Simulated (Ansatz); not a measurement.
**Ge wire along [100], 37 atoms a period, H-terminated: bands by functional**

Wanted: the relaxed geometry and the bands of the Ge wire along [100], 37 atoms a period, H-terminated.

Method: DFT PBE, plane waves, PAW; relaxation of a wire's period; PAW set soft_1, in the first sound run; inputs show where later runs differ, in Ansatz 0.2.0.

## (1) The structure

The cell holds 65 atoms: 37 Ge and 28 H. Cell: a = 20.121 Å, b = 20.121 Å, c = 5.760 Å, α = 90.0°, β = 90.0°, γ = 90.0°. Vacuum lies along a and b. The structure's axis is c.

## (2) Relaxing the period

Band widths follow the bond lengths, so the wire is relaxed first. The atoms and the third cell vector are free; the box across stays fixed as vacuum. A Fermi-Dirac smearing is set since the result may be a metal. The pressure printed is a third of the stress's trace over the whole box, vacuum included; only the stress along the axis is relaxed.

input.yaml

```yaml
crystal:
  lattice:
    - [20.121, 0.0, 0.0]
    - [0.0, 20.121, 0.0]
    - [0.0, 0.0, 5.76]
  atoms:
    - { symbol: Ge, position: [0.213740193, 0.356874232, 0.0] }
    - { symbol: Ge, position: [0.213740193, 0.64314231, 0.0] }
    - { symbol: Ge, position: [0.356874232, 0.213740193, 0.0] }
    - { symbol: Ge, position: [0.356874232, 0.500008271, 0.0] }
    - { symbol: Ge, position: [0.356874232, 0.786276349, 0.0] }
    - { symbol: Ge, position: [0.500008271, 0.356874232, 0.0] }
    - { symbol: Ge, position: [0.500008271, 0.64314231, 0.0] }
    - { symbol: Ge, position: [0.64314231, 0.213740193, 0.0] }
    - { symbol: Ge, position: [0.64314231, 0.500008271, 0.0] }
    - { symbol: Ge, position: [0.64314231, 0.786276349, 0.0] }
    - { symbol: Ge, position: [0.786276349, 0.356874232, 0.0] }
    - { symbol: Ge, position: [0.786276349, 0.64314231, 0.0] }
    - { symbol: H, position: [0.168977685, 0.312111724, 0.156365698] }
    - { symbol: H, position: [0.168977685, 0.598379802, 0.156365698] }
    - { symbol: H, position: [0.312111724, 0.168977685, 0.156365698] }
    - { symbol: H, position: [0.40163674, 0.831038857, 0.156365698] }
    - { symbol: H, position: [0.598379802, 0.168977685, 0.156365698] }
    - { symbol: H, position: [0.687904818, 0.831038857, 0.156365698] }
    - { symbol: H, position: [0.831038857, 0.40163674, 0.156365698] }
    - { symbol: H, position: [0.831038857, 0.687904818, 0.156365698] }
    - { symbol: Ge, position: [0.285307212, 0.428441251, 0.25] }
    - { symbol: Ge, position: [0.285307212, 0.71470933, 0.25] }
    - { symbol: Ge, position: [0.428441251, 0.285307212, 0.25] }
    - { symbol: Ge, position: [0.428441251, 0.57157529, 0.25] }
    - { symbol: Ge, position: [0.57157529, 0.428441251, 0.25] }
    - { symbol: Ge, position: [0.57157529, 0.71470933, 0.25] }
    - { symbol: Ge, position: [0.71470933, 0.285307212, 0.25] }
    - { symbol: Ge, position: [0.71470933, 0.57157529, 0.25] }
    - { symbol: H, position: [0.168977685, 0.544770779, 0.343634302] }
    - { symbol: H, position: [0.455245763, 0.831038857, 0.343634302] }
    - { symbol: H, position: [0.544770779, 0.168977685, 0.343634302] }
    - { symbol: H, position: [0.831038857, 0.455245763, 0.343634302] }
    - { symbol: H, position: [0.240544705, 0.759471837, 0.406365698] }
    - { symbol: H, position: [0.759471837, 0.240544705, 0.406365698] }
    - { symbol: Ge, position: [0.213740193, 0.500008271, 0.5] }
    - { symbol: Ge, position: [0.356874232, 0.356874232, 0.5] }
    - { symbol: Ge, position: [0.356874232, 0.64314231, 0.5] }
    - { symbol: Ge, position: [0.500008271, 0.213740193, 0.5] }
    - { symbol: Ge, position: [0.500008271, 0.500008271, 0.5] }
    - { symbol: Ge, position: [0.500008271, 0.786276349, 0.5] }
    - { symbol: Ge, position: [0.64314231, 0.356874232, 0.5] }
    - { symbol: Ge, position: [0.64314231, 0.64314231, 0.5] }
    - { symbol: Ge, position: [0.786276349, 0.500008271, 0.5] }
    - { symbol: H, position: [0.240544705, 0.240544705, 0.593634302] }
    - { symbol: H, position: [0.759471837, 0.759471837, 0.593634302] }
    - { symbol: H, position: [0.168977685, 0.455245763, 0.656365698] }
    - { symbol: H, position: [0.455245763, 0.168977685, 0.656365698] }
    - { symbol: H, position: [0.544770779, 0.831038857, 0.656365698] }
    - { symbol: H, position: [0.831038857, 0.544770779, 0.656365698] }
    - { symbol: Ge, position: [0.285307212, 0.285307212, 0.75] }
    - { symbol: Ge, position: [0.285307212, 0.57157529, 0.75] }
    - { symbol: Ge, position: [0.428441251, 0.428441251, 0.75] }
    - { symbol: Ge, position: [0.428441251, 0.71470933, 0.75] }
    - { symbol: Ge, position: [0.57157529, 0.285307212, 0.75] }
    - { symbol: Ge, position: [0.57157529, 0.57157529, 0.75] }
    - { symbol: Ge, position: [0.71470933, 0.428441251, 0.75] }
    - { symbol: Ge, position: [0.71470933, 0.71470933, 0.75] }
    - { symbol: H, position: [0.168977685, 0.40163674, 0.843634302] }
    - { symbol: H, position: [0.168977685, 0.687904818, 0.843634302] }
    - { symbol: H, position: [0.312111724, 0.831038857, 0.843634302] }
    - { symbol: H, position: [0.40163674, 0.168977685, 0.843634302] }
    - { symbol: H, position: [0.598379802, 0.831038857, 0.843634302] }
    - { symbol: H, position: [0.687904818, 0.168977685, 0.843634302] }
    - { symbol: H, position: [0.831038857, 0.312111724, 0.843634302] }
    - { symbol: H, position: [0.831038857, 0.598379802, 0.843634302] }
kpoints:
  mp_grid: { grid: [1, 1, 14] }
scf:
  occupations: { method: fermi_dirac, width: 0.05 }
hamiltonian:
  xc: pbe
  pseudopotentials: { kind: paw, azcp: { folder: soft_1 } }
relax:
  cell: { fix: [a, b, alpha, beta, gamma] }
  max_steps: 45
  f_tol: 0.03
```

On the command line:

```console
ansatz run input.yaml --threads 4 --pin off --max-ram 16384MiB --backend cpu --events-out ev --progress --plain --runs-dir out
```

Numbers of over 12 decimals in the logs are rounded to 6 here.

The log of the run:

```text
Engine: ansatz 0.2.0, aarch64-unknown-linux-gnu
Pseudopotentials: kind: paw
Pseudopotential: Ge, paw, valence charge 14, recommended cutoff 420 eV (normal), soft_1/Ge.paw.azcp
Pseudopotential: H, paw, valence charge 1, recommended cutoff 420 eV (normal), soft_1/H.paw.azcp
Functional definition: PBE
  parameter kappa = 0.804
  parameter beta = 0.066725
  exchange = pbe_x(kappa = kappa, mu = beta*pi^2/3)
  correlation = pbe_c(beta = beta)
Crystal: 65 atoms, lattice volume = 2331.963 Å³
Basis set: ecut = 420 eV, 45619 PW (Γ), exchange–correlation on 270×270×80 points (8 copies of the dense FFT grid, shifted against one another)
Bands: 338, of which v1, the nominal top of the filled ones, is band 273 counted from 1 (272 counted from 0)
Symmetry: 8 space group operations
Space group: P-42m (ITA 111), of the structure as read, at distance tolerance 1.3e-4 Å
k-points: 8 of 14
Non-local potential: Ge, projectors of the file, l = 0: 2, l = 1: 2, l = 2: 3, l = 3: 1
Non-local potential: H, projectors of the file, l = 0: 2, l = 1: 1
PAW form: soft (Blöchl's): semilocal exchange-correlation on the pseudo side does not see the compensation charge
PAW one-centre angular grid: Ge, 590 points (default); XC on 64 Gauss nodes
PAW one-centre angular grid: H, 110 points (default); XC on 64 Gauss nodes
Initial density: superposition of atomic densities (neutral atoms: chi_scale 0, normalization atom)
Initial wavefunctions: pseudopotential atomic-orbital guess
Functional: x = pbe(κ = 0.804, μ = 0.219515), c = pbe(β = 0.066725)
SCF iter   1: F=—  HF=-159358.365425 eV  |F-HF|=—  |Δ(HF+E_count)|=         —  Δρ=3.66e-2  dr2=2.64e1  ethr=3.10e-3  ⟨swp⟩=6.0  Hψ=10163  notcnv=0  defer=160
preconditioner: auto → Resta (q_TF=auto, 2.142 Å⁻¹)  ε∞=1.7  [insulator: Δε(μ)=1.525 eV  Ē_g=21.800 eV  σ=0.050 eV  W_gap=1.00  n_scr=362 (ndim 8)  ℏωp=18.0 eV  f_vac=0.484  D(μ)=0.00/eV (n_scr^D=0)  ε∞_Penn≈1.7  vacuum switching on, ρ_ref=3.4e-2 e/Å³]
SCF iter   2: F=—  HF=-159352.949775 eV  |F-HF|=—  |Δ(HF+E_count)|=    5.42e0  Δρ=1.64e-2  dr2=6.82e0  ethr=3.10e-3  ⟨swp⟩=2.9  Hψ=3627  notcnv=0  defer=442
SCF iter   3: F=—  HF=-159354.314730 eV  |F-HF|=—  |Δ(HF+E_count)|=    1.36e0  Δρ=7.84e-3  dr2=2.17e1  ethr=1.25e-3  ⟨swp⟩=3.2  Hψ=4397  notcnv=0  defer=450  recentre
SCF iter   4: F=—  HF=-159351.536804 eV  |F-HF|=—  |Δ(HF+E_count)|=    2.78e0  Δρ=2.15e-3  dr2=2.57e-1  ethr=1.25e-3  ⟨swp⟩=3.0  Hψ=3414  notcnv=0  defer=418
SCF iter   5: F=—  HF=-159351.530724 eV  |F-HF|=—  |Δ(HF+E_count)|=   6.08e-3  Δρ=1.02e-3  dr2=1.45e-2  ethr=4.71e-5  ⟨swp⟩=2.0  Hψ=3415  notcnv=0  defer=422
SCF iter   6: F=—  HF=-159351.537000 eV  |F-HF|=—  |Δ(HF+E_count)|=   6.28e-3  Δρ=2.95e-4  dr2=1.70e-3  ethr=2.65e-6  ⟨swp⟩=2.0  Hψ=4464  notcnv=0  defer=422
SCF iter   7: F=—  HF=-159351.537748 eV  |F-HF|=—  |Δ(HF+E_count)|=   7.47e-4  Δρ=7.06e-5  dr2=1.15e-4  ethr=3.11e-7  ⟨swp⟩=2.0  Hψ=4464  notcnv=0  defer=422
SCF iter   8: F=—  HF=-159351.537822 eV  |F-HF|=—  |Δ(HF+E_count)|=   7.41e-5  Δρ=2.53e-5  dr2=1.63e-5  ethr=2.10e-8  ⟨swp⟩=2.0  Hψ=4464  notcnv=0  defer=422
SCF iter   9: F=—  HF=-159351.538226 eV  |F-HF|=—  |Δ(HF+E_count)|=   4.04e-4  Δρ=8.96e-6  dr2=4.14e-6  ethr=2.99e-9  ⟨swp⟩=3.0  Hψ=4630  notcnv=0  defer=422
SCF iter  10: F=—  HF=-159351.538227 eV  |F-HF|=—  |Δ(HF+E_count)|=   4.86e-7  Δρ=2.82e-6  dr2=2.34e-7  ethr=7.57e-10  ⟨swp⟩=2.0  Hψ=3445  notcnv=0  defer=422
SCF iter  11: F=-159351.538227 eV  HF=-159351.538227 eV  |F-HF|=5.76e-9  |Δ(HF+E_count)|=   5.66e-8  Δρ=9.73e-7  dr2=1.94e-8  ethr=1.83e-11  ⟨swp⟩=4.0  Hψ=7665  notcnv=0
SCF 1 converged in 11 iterations: F = -159351.538227 eV  dr2 = 1.94e-8
  greatest PAW one-centre occupation: 0.998 electrons in one spin orbital (limit 2), on the Ge atom at site 42 (counted from 0), in its partial waves of l = 2
relax step   1: F+E_penalty+E_count = -159351.53822661 eV  Δ(F+E_penalty+E_count) = +0.000e0 eV  max|allowed force component| = 2.936e-1 eV/Å  Δτ_max = 0.0000 Å  P = -0.223 GPa  Ω = 2331.963 Å³  fix = [a, b, alpha, beta, gamma]  reactions: a -0.332, b -0.332 GPa  (11 SCF iters, dr2 threshold 1.00e-7 eV, accepted)
Crystal: 65 atoms, lattice volume = 2358.508 Å³
Basis set: ecut = 420 eV, 46171 PW (Γ), exchange–correlation on 270×270×80 points (8 copies of the dense FFT grid, shifted against one another)
Initial density: handed on by an earlier stage of this run
Initial wavefunctions: those handed on with the density
iter 1 solved again at ethr=1.80e-4 eV; its pass at ethr=3.10e-3 eV (dr2=9.84e-1 eV) is discarded
SCF iter   1: F=—  HF=-159352.259736 eV  |F-HF|=—  |Δ(HF+E_count)|=         —  Δρ=9.02e-3  dr2=9.88e-1  ethr=1.80e-4  ⟨swp⟩=6.8  Hψ=12662  notcnv=0
preconditioner: auto → Resta (q_TF=auto, 2.138 Å⁻¹)  ε∞=1.7  [insulator: Δε(μ)=1.712 eV  Ē_g=21.803 eV  σ=0.050 eV  W_gap=1.00  n_scr=362 (ndim 8)  ℏωp=17.9 eV  f_vac=0.526  D(μ)=0.00/eV (n_scr^D=0)  ε∞_Penn≈1.7  vacuum switching on, ρ_ref=3.4e-2 e/Å³]
SCF iter   2: F=—  HF=-159352.140641 eV  |F-HF|=—  |Δ(HF+E_count)|=   1.19e-1  Δρ=4.41e-3  dr2=2.68e-1  ethr=1.80e-4  ⟨swp⟩=5.9  Hψ=4167  notcnv=0  defer=1
SCF iter   3: F=—  HF=-159352.247531 eV  |F-HF|=—  |Δ(HF+E_count)|=   1.07e-1  Δρ=1.69e-3  dr2=9.55e-1  ethr=4.91e-5  ⟨swp⟩=5.9  Hψ=4542  notcnv=0  defer=156  recentre
SCF iter   4: F=—  HF=-159352.119114 eV  |F-HF|=—  |Δ(HF+E_count)|=   1.28e-1  Δρ=3.31e-4  dr2=6.31e-3  ethr=4.91e-5  ⟨swp⟩=3.0  Hψ=3261  notcnv=0  defer=424
SCF iter   5: F=—  HF=-159352.119081 eV  |F-HF|=—  |Δ(HF+E_count)|=   3.23e-5  Δρ=1.37e-4  dr2=4.44e-4  ethr=1.15e-6  ⟨swp⟩=2.0  Hψ=3173  notcnv=0  defer=421
SCF iter   6: F=—  HF=-159352.119290 eV  |F-HF|=—  |Δ(HF+E_count)|=   2.09e-4  Δρ=5.32e-5  dr2=5.91e-5  ethr=8.13e-8  ⟨swp⟩=2.0  Hψ=4449  notcnv=0  defer=421
SCF iter   7: F=-159352.119312 eV  HF=-159352.119313 eV  |F-HF|=5.84e-7  |Δ(HF+E_count)|=   2.27e-5  Δρ=1.32e-5  dr2=4.08e-6  ethr=9.86e-10  ⟨swp⟩=3.0  Hψ=9754  notcnv=0
SCF 2 converged in 7 iterations: F = -159352.119312 eV  dr2 = 4.08e-6
  greatest PAW one-centre occupation: 0.998 electrons in one spin orbital (limit 2), on the Ge atom at site 39 (counted from 0), in its partial waves of l = 2
relax step   2: F+E_penalty+E_count = -159352.11931217 eV  Δ(F+E_penalty+E_count) = -5.811e-1 eV  max|allowed force component| = 1.968e-1 eV/Å  Δτ_max = 0.1948 Å  P = -0.162 GPa  Ω = 2358.508 Å³  energy of the carried Pulay correction = -4.877e-3 eV  fix = [a, b, alpha, beta, gamma]  reactions: a -0.138, b -0.138 GPa  (7 SCF iters, dr2 threshold 5.39e-6 eV, accepted)
Crystal: 65 atoms, lattice volume = 2357.275 Å³
[...]
E_closure    = -0.000000  (closes the sum)
  Σ components = -159352.606560   (vs F -159352.606560, Δ=0.00e0)
--- Forces (eV/Å), atoms counted from 1 ---
  atom   1  Ge     0.00053596    -0.00567146     0.00478438
  atom   2  Ge     0.00053596     0.00567146    -0.00478438
  atom   3  Ge    -0.00567146     0.00053596     0.00478438
  atom   4  Ge     0.00349373    -0.00000000     0.00000000
  atom   5  Ge    -0.00567146    -0.00053596    -0.00478438
  atom   6  Ge    -0.00000000     0.00349373     0.00000000
  atom   7  Ge    -0.00000000    -0.00349373     0.00000000
  atom   8  Ge     0.00567146     0.00053596    -0.00478438
  atom   9  Ge    -0.00349373    -0.00000000    -0.00000000
  atom  10  Ge     0.00567146    -0.00053596     0.00478438
  atom  11  Ge    -0.00053596    -0.00567146    -0.00478438
  atom  12  Ge    -0.00053596     0.00567146     0.00478438
  atom  13  H      0.00604138    -0.00010384    -0.00013450
  atom  14  H     -0.00310760     0.00076537     0.00033484
  atom  15  H     -0.00010384     0.00604138    -0.00013450
  atom  16  H     -0.00076537     0.00310760     0.00033484
  atom  17  H      0.00076537    -0.00310760     0.00033484
  atom  18  H      0.00010384    -0.00604138    -0.00013450
  atom  19  H      0.00310760    -0.00076537     0.00033484
  atom  20  H     -0.00604138     0.00010384    -0.00013450
  atom  21  Ge    -0.00380849    -0.00104257     0.00058184
  atom  22  Ge     0.00201654    -0.00201654     0.00614194
  atom  23  Ge    -0.00104257    -0.00380849     0.00058184
  atom  24  Ge    -0.00080143     0.00080143    -0.00320982
  atom  25  Ge     0.00080143    -0.00080143    -0.00320982
  atom  26  Ge     0.00104257     0.00380849     0.00058184
  atom  27  Ge    -0.00201654     0.00201654     0.00614194
  atom  28  Ge     0.00380849     0.00104257     0.00058184
  atom  29  H     -0.00148169    -0.00103432    -0.00192805
  atom  30  H      0.00103432     0.00148169    -0.00192805
  atom  31  H     -0.00103432    -0.00148169    -0.00192805
  atom  32  H      0.00148169     0.00103432    -0.00192805
  atom  33  H      0.00130922    -0.00130922     0.00083018
  atom  34  H     -0.00130922     0.00130922     0.00083018
  atom  35  Ge     0.00267759    -0.00000000     0.00000000
  atom  36  Ge    -0.00154042    -0.00154042    -0.00490332
  atom  37  Ge    -0.00154042     0.00154042     0.00490332
  atom  38  Ge    -0.00000000     0.00267759     0.00000000
  atom  39  Ge     0.00000000     0.00000000     0.00000000
  atom  40  Ge    -0.00000000    -0.00267759    -0.00000000
[...]
atom  54  Ge     0.00104257    -0.00380849    -0.00058184
  atom  55  Ge     0.00080143     0.00080143     0.00320982
  atom  56  Ge     0.00380849    -0.00104257    -0.00058184
  atom  57  Ge    -0.00201654    -0.00201654    -0.00614194
  atom  58  H     -0.00310760    -0.00076537    -0.00033484
  atom  59  H      0.00604138     0.00010384     0.00013450
  atom  60  H     -0.00010384    -0.00604138     0.00013450
  atom  61  H     -0.00076537    -0.00310760    -0.00033484
  atom  62  H      0.00076537     0.00310760    -0.00033484
  atom  63  H      0.00010384     0.00604138     0.00013450
  atom  64  H     -0.00604138    -0.00010384     0.00013450
  atom  65  H      0.00310760     0.00076537    -0.00033484
  max |Σ_I F_I| component: 1.52e-18 eV/Å
--- Stress (GPa, compression-positive) ---
        0.000745       0.000000       0.000000
        0.000000       0.000745       0.000000
        0.000000       0.000000       0.001022
  P = ⅓ Tr σ = 0.0008 GPa (0.008 kbar)
--- Relaxed structure (6 steps of the walk, 6 accepted, 1 SCFs on fresh bases) ---
  F+E_penalty+E_count = -159352.60656039 eV   max|allowed force component| = 6.142e-3 eV/Å   (the final SCF, on the basis selected at the relaxed cell)
  cell:  # Å, volume = 2346.1466 Å³
    - [20.121, 0.0, 0.0]
    - [0.0, 20.121, 0]
    - [0.0, 0, 5.795034]
  atoms:
    - { symbol: Ge, position: [0.217507, 0.350046, 0.030468] }
    - { symbol: Ge, position: [0.217507, 0.649971, -0.030468] }
    - { symbol: Ge, position: [0.350046, 0.217507, 0.030468] }
    - { symbol: Ge, position: [0.357004, 0.500008, -1.76067019463458e-19] }
    - { symbol: Ge, position: [0.350046, 0.782509, -0.030468] }
    - { symbol: Ge, position: [0.500008, 0.357004, -1.76067019463458e-19] }
    - { symbol: Ge, position: [0.500008, 0.643012, -1.76067019463458e-19] }
    - { symbol: Ge, position: [0.649971, 0.217507, -0.030468] }
    - { symbol: Ge, position: [0.643012, 0.500008, -1.76067019463458e-19] }
    - { symbol: Ge, position: [0.649971, 0.782509, 0.030468] }
    - { symbol: Ge, position: [0.782509, 0.350046, -0.030468] }
    - { symbol: Ge, position: [0.782509, 0.649971, 0.030468] }
    - { symbol: H, position: [0.188549, 0.299015, 0.204093] }
    - { symbol: H, position: [0.158061, 0.614612, 0.085099] }
    - { symbol: H, position: [0.299015, 0.188549, 0.204093] }
    - { symbol: H, position: [0.385405, 0.841956, 0.085099] }
    - { symbol: H, position: [0.614612, 0.158061, 0.085099] }
    - { symbol: H, position: [0.701001, 0.811468, 0.204093] }
    - { symbol: H, position: [0.841956, 0.385405, 0.085099] }
    - { symbol: H, position: [0.811468, 0.701001, 0.204093] }
    - { symbol: Ge, position: [0.286650, 0.428403, 0.252964] }
    - { symbol: Ge, position: [0.287379, 0.712637, 0.241388] }
    - { symbol: Ge, position: [0.428403, 0.286650, 0.252964] }
    - { symbol: Ge, position: [0.428915, 0.571101, 0.248340] }
    - { symbol: Ge, position: [0.571101, 0.428915, 0.248340] }
    - { symbol: Ge, position: [0.571614, 0.713367, 0.252964] }
    - { symbol: Ge, position: [0.712637, 0.287379, 0.241388] }
    - { symbol: Ge, position: [0.713367, 0.571614, 0.252964] }
    - { symbol: H, position: [0.171436, 0.543675, 0.348999] }
    - { symbol: H, position: [0.456342, 0.828581, 0.348999] }
    - { symbol: H, position: [0.543675, 0.171436, 0.348999] }
    - { symbol: H, position: [0.828581, 0.456342, 0.348999] }
    - { symbol: H, position: [0.242217, 0.757799, 0.392430] }
    - { symbol: H, position: [0.757799, 0.242217, 0.392430] }
    - { symbol: Ge, position: [0.217335, 0.500008, 0.5] }
    - { symbol: Ge, position: [0.357903, 0.357903, 0.504630] }
    - { symbol: Ge, position: [0.357903, 0.642113, 0.495370] }
    - { symbol: Ge, position: [0.500008, 0.217335, 0.5] }
    - { symbol: Ge, position: [0.500008, 0.500008, 0.5] }
    - { symbol: Ge, position: [0.500008, 0.782681, 0.5] }
    - { symbol: Ge, position: [0.642113, 0.357903, 0.495370] }
    - { symbol: Ge, position: [0.642113, 0.642113, 0.504630] }
    - { symbol: Ge, position: [0.782681, 0.500008, 0.5] }
    - { symbol: H, position: [0.242217, 0.242217, 0.607570] }
    - { symbol: H, position: [0.757799, 0.757799, 0.607570] }
    - { symbol: H, position: [0.171436, 0.456342, 0.651001] }
    - { symbol: H, position: [0.456342, 0.171436, 0.651001] }
    - { symbol: H, position: [0.543675, 0.828581, 0.651001] }
    - { symbol: H, position: [0.828581, 0.543675, 0.651001] }
    - { symbol: Ge, position: [0.287379, 0.287379, 0.758612] }
    - { symbol: Ge, position: [0.286650, 0.571614, 0.747036] }
    - { symbol: Ge, position: [0.428915, 0.428915, 0.751660] }
    - { symbol: Ge, position: [0.428403, 0.713367, 0.747036] }
    - { symbol: Ge, position: [0.571614, 0.286650, 0.747036] }
    - { symbol: Ge, position: [0.571101, 0.571101, 0.751660] }
    - { symbol: Ge, position: [0.713367, 0.428403, 0.747036] }
    - { symbol: Ge, position: [0.712637, 0.712637, 0.758612] }
    - { symbol: H, position: [0.158061, 0.385405, 0.914901] }
    - { symbol: H, position: [0.188549, 0.701001, 0.795907] }
    - { symbol: H, position: [0.299015, 0.811468, 0.795907] }
    - { symbol: H, position: [0.385405, 0.158061, 0.914901] }
    - { symbol: H, position: [0.614612, 0.841956, 0.914901] }
    - { symbol: H, position: [0.701001, 0.188549, 0.795907] }
    - { symbol: H, position: [0.811468, 0.299015, 0.795907] }
    - { symbol: H, position: [0.841956, 0.614612, 0.914901] }
[key lines of the parts left out:]
SCF converged after 7 iterations
Free energy (F): -159352.606560 eV
Fermi energy:    0.579568 eV
```

Wall time 35 min (4 threads of Arm Neoverse V1, shared host); peak memory 13 GiB; 2.2 h of CPU time.

The steps of the relaxation:

```
step  energy less that of the first step (eV)  largest force component (eV/Å)  pressure (GPa)  volume (Å³)
   1                                   0.0000                          0.2936           -0.22      2331.96
   2                                  -0.5811                          0.1968           -0.16      2358.51
   3                                  -0.7591                          0.1128           -0.10      2357.27
   4                                  -0.9459                          0.1414           -0.04      2356.39
   5                                  -1.0588                          0.0371            0.04      2345.80
   6                                  -1.0656                          0.0061            0.00      2346.15
  7*                                  -1.0683                          0.0061            0.00      2346.15
```

Relaxation steps marked * repeat the geometry before them on a plane-wave basis chosen anew for their cell, so energy and pressure can jump there.

The run keeps the 8 symmetry operations that it works with, so distortions that break them were not tested.

```
cell as run  before  after  change
      c (Å)   5.760  5.795  +0.6 %
```

The atoms that moved most (Å, along periodic axes as changes of fractional coordinates times the final cell, across vacuum about the mean position):

```
atom      dx      dy      dz  length
 H58  -0.220  -0.327   0.413   0.571
 H61  -0.327  -0.220   0.413   0.571
 H16  -0.327   0.220  -0.413   0.571
 H19   0.220  -0.327  -0.413   0.571
 H17   0.327  -0.220  -0.413   0.571
 H14  -0.220   0.327  -0.413   0.571
 H62   0.327   0.220   0.413   0.571
 H65   0.220   0.327   0.413   0.571
```

This step gave:

* cell length along the wire: 5.795 Å

The cell's length comes to 5.795 Å with spin left out.

[end of part 1 of 2]

[Logs are printed without paths, hosts, clocks, repeated set-up lines and the standing remarks that a program may print on its own settings, such as how far it seeks lower states.]

[Hosts, paths, dates, database ids (printed as entryN), source tags and the programs' standing remarks are cut or masked in the printed files.]
